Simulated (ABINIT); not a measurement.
Planning a run of ABINIT 10.8.3 on Sr2SiS4 (P2_1/m). The input:

```
acell 3*1.0 Angstrom
rprim 
  6.608739210500 0.000000000000 -0.000000000000
  0.000000000000 6.659542380000 0.000000000000
  -2.582748258700 0.000000000000 7.848229828000
ntypat 3
znucl 38 14 16
natom 14
typat 1 1 1 1 2 2 3 3 3 3 3 3 3 3
xred 
  0.283671200000 0.750000000000 0.951809120000
  0.716328800000 0.250000000000 0.048190880000
  0.224829900000 0.750000000000 0.429263770000
  0.775170100000 0.250000000000 0.570736230000
  0.721301030000 0.750000000000 0.796846200000
  0.278698970000 0.250000000000 0.203153800000
  0.886453430000 0.750000000000 0.061575940000
  0.113546570000 0.250000000000 0.938424060000
  0.916900480000 0.750000000000 0.635667980000
  0.083099520000 0.250000000000 0.364332020000
  0.510384140000 0.501966720000 0.737248200000
  0.489615860000 0.001966720000 0.262751800000
  0.489615860000 0.498033280000 0.262751800000
  0.510384140000 0.998033280000 0.737248200000
pp_dirpath "pseudos"
pseudos "Sr.upf, Si.upf, S.upf"
ecut 28
ngkpt 2 2 2
nshiftk 1
shiftk 0 0 0
kptopt 1
chksymbreak 0
istwfk *1
occopt 1
irdwfk 1
optdriver 4
nband 210
gwcalctyp 0
ecutsigx 28
symsigma 1
nkptgw 2
kptgw 
  0.0000000000 0.0000000000 0.0000000000
  0.5000000000 0.0000000000 0.0000000000
bdgw 
  47 50
  47 50
ecuteps 3.2
irdscr 1
ppmodel 1
indata_prefix "in"
outdata_prefix "out"
tmpdata_prefix "tmp"
```

```sh
OMP_NUM_THREADS=1 mpirun -n 16 abinit run.abi > log
```

Q: Estimate wall time and host memory on 16 MPI ranks of Arm Neoverse V1, shared host.

It took 24 s; on shared hardware allow 12 s to 48 s. Peak host memory was 8.5 GiB.

[Paths, hosts, dates, memory and timing lines, banners, echoed tables and standing remarks are left out of the program output.]

[Logs are printed without paths, hosts, clocks, repeated set-up lines and the standing remarks that a program may print on its own settings, such as how far it seeks lower states.]

[Runs of the session that timed out or met a known fault of the program may be left out.]

[Hosts, paths, dates, database ids (printed as entryN), source tags and the programs' standing remarks are cut or masked in the printed files.]

[G0W0 gaps are taken among the corrected bands and points alone; a level outside them can change the order at an edge.]

[Where Ansatz stands beside ABINIT at settings called matched, ABINIT's density can come from a denser mesh and the files from another edition; pairs whose starting gaps differed by over 0.03 eV were left out, so agreement reads better than it is.]
